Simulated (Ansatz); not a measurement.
## Is HfSiAg in the AlB2 type a stable metal?

The plan: relax HfSiAg in the AlB2 type, check its phonons, and, if the lattice is stable, compute its Eliashberg function and ρ(T).

Program: Ansatz 0.2.0. Level of theory: DFT PBE, scalar-relativistic, plane waves, PAW; PAW set soft_1. Results are calculated unless marked as measured.

Report form: the programs' logs are mostly left out.

The structure was built from a prototype and need not be the compound's stable phase.

### Step 1. Set-up

It takes space group P-6m2 (No. 187, hexagonal). Conventional cell: a = 4.031 Å, b = 4.031 Å, c = 4.232 Å, α = 90.00°, β = 90.00°, γ = 120.00°. Hf has 6 Si at 3.15 Å and 6 Ag at 3.15 Å nearest. Si has 3 Ag at 2.33 Å and 6 Hf at 3.15 Å nearest. Nearest to Ag lie 3 Si at 2.33 Å and 6 Hf at 3.15 Å. Farther neighbours are not listed.

Coordinates:

```cif
data_structure
_symmetry_space_group_name_H-M 'P-6m2'
_symmetry_Int_Tables_number 187
_cell_length_a 4.0308
_cell_length_b 4.0308
_cell_length_c 4.2323
_cell_angle_alpha 90.000
_cell_angle_beta 90.000
_cell_angle_gamma 120.000
_cell_volume 59.55
loop_
_atom_site_label
_atom_site_type_symbol
_atom_site_symmetry_multiplicity
_atom_site_Wyckoff_symbol
_atom_site_fract_x
_atom_site_fract_y
_atom_site_fract_z
_atom_site_occupancy
Hf1 Hf 1 a 0.00000 0.00000 0.00000 1
Si1 Si 1 d 0.33333 0.66667 0.50000 1
Ag1 Ag 1 f 0.66667 0.33333 0.50000 1
```

### Step 2. Relaxation

Lattice constant and positions set the bands and the force constants, so the cell is relaxed first.

File input.yaml:

```yaml
crystal:
  lattice:
    - [4.0308, 0.0, 0.0]
    - [-2.0154, 3.49077, 0.0]
    - [0.0, 0.0, 4.23233]
  atoms:
    - { symbol: Hf, position: [0.0, 0.0, 0.0] }
    - { symbol: Si, position: [0.33333333, 0.66666667, 0.5] }
    - { symbol: Ag, position: [0.66666667, 0.33333333, 0.5] }
kpoints:
  mp_grid: { grid: [9, 9, 8] }
hamiltonian:
  xc: pbe
  pseudopotentials: { kind: paw, azcp: { folder: soft_1 } }
scf:
  occupations: { method: gaussian, width: 0.1 }
output:
  forces: true
  stress: true
  eigenvalues: true
relax:
  adjacent_minimum: "off"
  f_tol: 0.005
  max_steps: 80
  cell: { stress_tol: 0.05 }
```

Command:

```bash
> ansatz run input.yaml --threads 4 --pin off --max-ram 12288MiB --backend cpu --events-out ev --progress --plain --runs-dir out
```

Wall time 64 s (4 threads of Intel Xeon Platinum 8488C (Sapphire Rapids), shared host); peak memory 0.55 GiB.

Step by step:

```
step  energy less that of the first step (eV)  largest force component (eV/Å)  pressure (GPa)  volume (Å³)
   1                                   0.0000                          0.0000           -5.10        59.55
   2                                  -0.2977                          0.0000           -2.59        57.13
   3                                  -0.4986                          0.0000           -0.53        55.21
   4                                  -0.6101                          0.0000            0.61        53.75
   5                                  -0.7176                          0.0000            0.13        52.93
   6                                  -0.8039                          0.0000            1.79        51.57
   7                                  -0.7549                          0.0000           -0.17        51.85
   8                                  -0.8192                          0.0000           -0.32        52.15
   9                                  -0.8198                          0.0000            0.00        52.05
 10*                                  -0.8205                          0.0000            0.01        52.05
```

Relaxation steps marked * repeat the geometry before them on a plane-wave basis chosen anew for their cell, so energy and pressure can jump there. Relaxation step 7 was tried and not accepted.

Forces are held to the 12 operations that the run works with; a distortion that breaks them can't arise in this run.

```
     cell as run  before  after   change
           a (Å)   4.031  4.377   +8.6 %
           b (Å)   4.031  4.377   +8.6 %
           c (Å)   4.232  3.138  -25.9 %
volume (Å³/atom)   19.85  17.35  -12.6 %
```

The relaxed structure:

```cif
data_structure
_symmetry_space_group_name_H-M 'P 1'
_symmetry_Int_Tables_number 1
_cell_length_a 4.3767
_cell_length_b 4.3767
_cell_length_c 3.1378
_cell_angle_alpha 90.000
_cell_angle_beta 90.000
_cell_angle_gamma 120.000
_cell_volume 52.05
loop_
_atom_site_label
_atom_site_type_symbol
_atom_site_fract_x
_atom_site_fract_y
_atom_site_fract_z
_atom_site_occupancy
Hf1 Hf 0.00000 0.00000 0.00000 1
Si2 Si 0.33333 0.66667 0.50000 1
Ag3 Ag 0.66667 0.33333 0.50000 1
```

Numbers from this step:

```
pressure          : 0.01317 GPa
volume per atom   : 17.35 Å³/atom
metallic on mesh  : yes
gap on the k-mesh : 0 eV
```

The largest force is now zero by symmetry and the largest stress component 0.020 GPa.

### Step 3. Relaxation

The cell moved far, so the relaxation is started again from the new cell to confirm it.

input.yaml, the sections that differ from step 2:

```yaml
crystal:
  lattice:
    - [4.3766684245, 0.0, 0.0]
    - [-2.1883342123, 3.7903060396, 0.0]
    - [0.0, 0.0, 3.1377619354]
  atoms:
    - { symbol: Hf, position: [0.0, 0.0, 0.0] }
    - { symbol: Si, position: [0.3333333333, 0.6666666667, 0.5] }
    - { symbol: Ag, position: [0.6666666667, 0.3333333333, 0.5] }
kpoints:
  mp_grid: { grid: [9, 9, 10] }
# hamiltonian, scf, output, relax: as in step 2
```

Run time: 22 s. Hardware: 4 threads; peak memory 0.55 GiB.

Relaxation path:

```
step  energy less that of the first step (eV)  largest force component (eV/Å)  pressure (GPa)  volume (Å³)
   1                                   0.0000                          0.0000           -0.02        52.05
   2                                  -0.0008                          0.0000           -0.62        52.36
   3                                  -0.0010                          0.0000            0.54        51.91
   4                                  -0.0014                          0.0000            0.00        52.11
   5                                  -0.0014                          0.0000            0.00        52.11
```

The log counts 1 steps on a newly chosen plane-wave basis, not all of them marked here; energy and pressure can jump at such steps.

```
conventional cell, symmetrised  before  after  change
                         a (Å)   4.377  4.362  -0.3 %
                         b (Å)   4.377  4.362  -0.3 %
                         c (Å)   3.138  3.163  +0.8 %
              volume (Å³/atom)   17.35  17.37  +0.1 %
```

The relaxed structure:

```
Hf Si Ag
1.0
     4.36175    0.00000    0.00000
    -2.18087    3.77739    0.00000
     0.00000    0.00000    3.16255
Hf Si Ag
1 1 1
Cartesian
  0.0000 0.0000 0.0000
  0.0000 2.5183 1.5813
  2.1809 1.2591 1.5813
```

Numbers from this step:

```
pressure        : -0.003830 GPa
volume per atom : 17.37 Å³/atom
```

The largest force is now zero by symmetry and the largest stress component 0.0053 GPa.

### Step 4. Relaxing tightly for phonons

No force is left; the cell is relaxed once more with another smearing and tight thresholds.

input.yaml, the sections that differ from step 3:

```yaml
crystal:
  lattice:
    - [4.3617491457, 0.0, 0.0]
    - [-2.1808745729, 3.7773855651, 0.0]
    - [0.0, 0.0, 3.1625529069]
  atoms:
    - { symbol: Hf, position: [0.0, 0.0, 0.0] }
    - { symbol: Si, position: [0.3333333333, 0.6666666667, 0.5] }
    - { symbol: Ag, position: [0.6666666667, 0.3333333333, 0.5] }
kpoints:
  mp_grid: { grid: [9, 9, 8] }
scf:
  occupations: { method: methfessel_paxton, width: 0.2 }
relax:
  adjacent_minimum: "off"
  f_tol: 0.001
  max_steps: 60
  cell: { stress_tol: 0.01 }
# hamiltonian, output: as in step 3
```

Run time: 23 s. Hardware: 4 threads; peak memory 0.53 GiB.

Relaxation path:

```
step  energy less that of the first step (eV)  largest force component (eV/Å)  pressure (GPa)  volume (Å³)
   1                                   0.0000                          0.0000           -0.01        52.11
   2                                  -0.0008                          0.0000            0.87        51.70
   3                                  -0.0017                          0.0000           -0.22        52.13
   4                                  -0.0018                          0.0000           -0.01        52.05
   5                                  -0.0018                          0.0000            0.00        52.05
   6                                  -0.0018                          0.0000            0.00        52.05
```

The log counts 1 steps on a newly chosen plane-wave basis, not all of them marked here; energy and pressure can jump at such steps.

```
conventional cell, symmetrised  before  after  change
                         a (Å)   4.362  4.378  +0.4 %
                         b (Å)   4.362  4.378  +0.4 %
                         c (Å)   3.163  3.136  -0.8 %
              volume (Å³/atom)   17.37  17.35  -0.1 %
```

Final coordinates:

```xyz
3
Lattice="4.3778 0.0000 0.0000 -2.1889 3.7913 0.0000 0.0000 0.0000 3.1360" Properties=species:S:1:pos:R:3 pbc="T T T"
Hf    0.0000    0.0000    0.0000
Si    0.0000    2.5275    1.5680
Ag    2.1889    1.2638    1.5680
```

Numbers from this step:

```
pressure        : -2.96e-5 GPa
volume per atom : 17.35 Å³/atom
```

The largest force is now zero by symmetry and the largest stress component 5.3e-4 GPa, small enough for phonons.

### Step 5. Phonons: q 2×2×2, k 4×4×6

Couplings are defined for a stable lattice alone, so phonons come first.

File input.yaml:

```yaml
crystal:
  lattice:
    - [4.3777870742, 0.0, 0.0]
    - [-2.1888935371, 3.7912748186, 0.0]
    - [0.0, 0.0, 3.1359868736]
  atoms:
    - { symbol: Hf, position: [0.0, 0.0, 0.0] }
    - { symbol: Si, position: [0.3333333333, 0.6666666667, 0.5] }
    - { symbol: Ag, position: [0.6666666667, 0.3333333333, 0.5] }
kpoints:
  mp_grid: { grid: [4, 4, 6] }
hamiltonian:
  xc: pbe
  pseudopotentials: { kind: paw, azcp: { folder: soft_1 } }
scf:
  occupations: { method: methfessel_paxton, width: 0.2 }
output:
  eigenvalues: true
phonons:
  method: dfpt
  qmesh: [2, 2, 2]
  temperatures: { t_max: 1000, t_step: 50 }
  qpath:
    path:
      - [[0.0, 0.0, 0.0], [0.5, 0.0, 0.0], [0.33333333, 0.33333333, 0.0], [0.0, 0.0, 0.0], [0.0, 0.0, 0.5], [0.5, 0.0, 0.5], [0.33333333, 0.33333333, 0.5], [0.0, 0.0, 0.5]]
      - [[0.5, 0.0, 0.5], [0.5, 0.0, 0.0]]
      - [[0.33333333, 0.33333333, 0.5], [0.33333333, 0.33333333, 0.0]]
    npoints: 10
```

Wall time 29 s (4 threads); peak memory 0.61 GiB; 1.8 min of CPU time.

Numbers from this step:

* share of imaginary modes in the plain interpolation between solved wavevectors: 0.0424
* highest frequency, solved or plainly interpolated: 318.5 cm⁻¹

Solved on the 2×2×2 mesh alone; all other wavevectors are interpolated. The phonon branches at the labelled points (cm⁻¹):

```
    point  branch 1  branch 2  branch 3  branch 4  branch 5  branch 6  branch 7  branch 8  branch 9
        Γ         0         0         0        81       143       146       146       287       287
  halfway        32        52        77        97       135       136       139       293       302
        M        36        79        82       106       127       130       153       296       314
  halfway        44        84        85       104       110       128       169       295       316
        K        55        88        93        93        98       128       178       293       318
  halfway        36        59        83       100       124       133       149       293       305
        Γ         0         0         0        81       143       146       146       287       287
  halfway        48        64        64       101       140       140       160       295       295
        A        19        99        99       127       127       134       177       303       303
  halfway       -41        67       103       106       118       156       178       285       300
        L       -52       -34        92       108       114       167       176       266       297
  halfway       -49       -27        64       115       132       163       172       266       295
        H       -46       -21        44       117       151       153       166       265       293
  halfway       -44        58        92       109       124       158       176       281       299
        A        19        99        99       127       127       134       177       303       303
jump to L       -52       -34        92       108       114       167       176       266       297
  halfway        26        64        71        98       128       151       163       282       306
        M        36        79        82       106       127       130       153       296       314
jump to H       -46       -21        44       117       151       153       166       265       293
  halfway        30        49        56       112       133       141       173       280       306
        K        55        88        93        93        98       128       178       293       318
```

Lowest modes at the softest wavevector of the mesh. Modes at q = (0.500, 0.500, 0.500), with each element's share of the kinetic energy (negative means imaginary):

```
mode  frequency (cm⁻¹)  Hf %  Si %  Ag %
   1             -51.7     6     7    87
   2             -34.3    68    32     0
   3              92.2    50     2    48
   4             108.5     0    16    84
   5             113.5   100     0     0
   6             166.9    50     6    45
```

Displacements in mode 1 (-51.7 cm⁻¹), the largest set to 1, in the home cell:
```
Hf1 -0.18  0.10  0.00
Si2  0.00  0.00 -0.56
Ag3  0.00  0.00 -1.00
```

Displacements in mode 3 (92.2 cm⁻¹), the largest set to 1, in the home cell:
```
Hf1  0.00  0.00  0.92
Si2  0.42 -0.24  0.00
Ag3  1.00 -0.58  0.00
```

Among the solved wavevectors the lowest mode, translations apart, is -51.7 cm⁻¹, imaginary.

### Step 6. Phonons by linear response: q 3×3×2, k 6×6×8

An imaginary mode on so few k-points may come from the sampling, so the phonons are repeated with another q and k mesh.

input.yaml: that of step 5 with these lines changed.

```diff
@@ -10,3 +10,3 @@
 kpoints:
-  mp_grid: { grid: [4, 4, 6] }
+  mp_grid: { grid: [6, 6, 8] }
 hamiltonian:
@@ -20,3 +20,3 @@
   method: dfpt
-  qmesh: [2, 2, 2]
+  qmesh: [3, 3, 2]
   temperatures: { t_max: 1000, t_step: 50 }
```

Wall time 1.8 min (4 threads); peak memory 0.83 GiB; 6.8 min of CPU time.

Numbers from this step:

| Property | Result |
| --- | --- |
| share of imaginary modes in the plain interpolation between solved wavevectors | 0.0162 |
| highest frequency, solved or plainly interpolated | 325.8 cm⁻¹ |

Solved on the 3×3×2 mesh alone; all other wavevectors are interpolated. Phonon branches along the path, in cm⁻¹:

```
    point  branch 1  branch 2  branch 3  branch 4  branch 5  branch 6  branch 7  branch 8  branch 9
        Γ         0         0         0        94       142       157       157       309       309
  halfway        35        56        83       104       137       145       148       311       313
        M        46        82        98       104       132       136       157       310       316
  halfway        57        86        97       101       117       137       169       301       323
        K        69        93        94        98       101       138       177       295       326
  halfway        41        63        89       105       136       136       154       308       317
        Γ         0         0         0        94       142       157       157       309       309
  halfway        58        66        66       104       148       148       158       308       308
        A        38       106       106       129       129       136       172       307       307
  halfway        23        77       107       108       122       161       178       298       306
        L       -38        70        99       107       112       168       176       284       302
  halfway       -38        55        69       118       132       163       172       281       301
        H       -41        43        44       127       150       150       168       278       300
  halfway        27        63        99       112       126       163       178       294       305
        A        38       106       106       129       129       136       172       307       307
jump to L       -38        70        99       107       112       168       176       284       302
  halfway        43        73        89       102       128       156       164       298       309
        M        46        82        98       104       132       136       157       310       316
jump to H       -41        43        44       127       150       150       168       278       300
  halfway        44        55        63       120       133       147       171       286       313
        K        69        93        94        98       101       138       177       295       326
```

(Part 1 of 2 ends here.)

[Logs are printed without paths, hosts, clocks, repeated set-up lines and the standing remarks that a program may print on its own settings, such as how far it seeks lower states.]

[Hosts, paths, dates, database ids (printed as entryN), source tags and the programs' standing remarks are cut or masked in the printed files.]
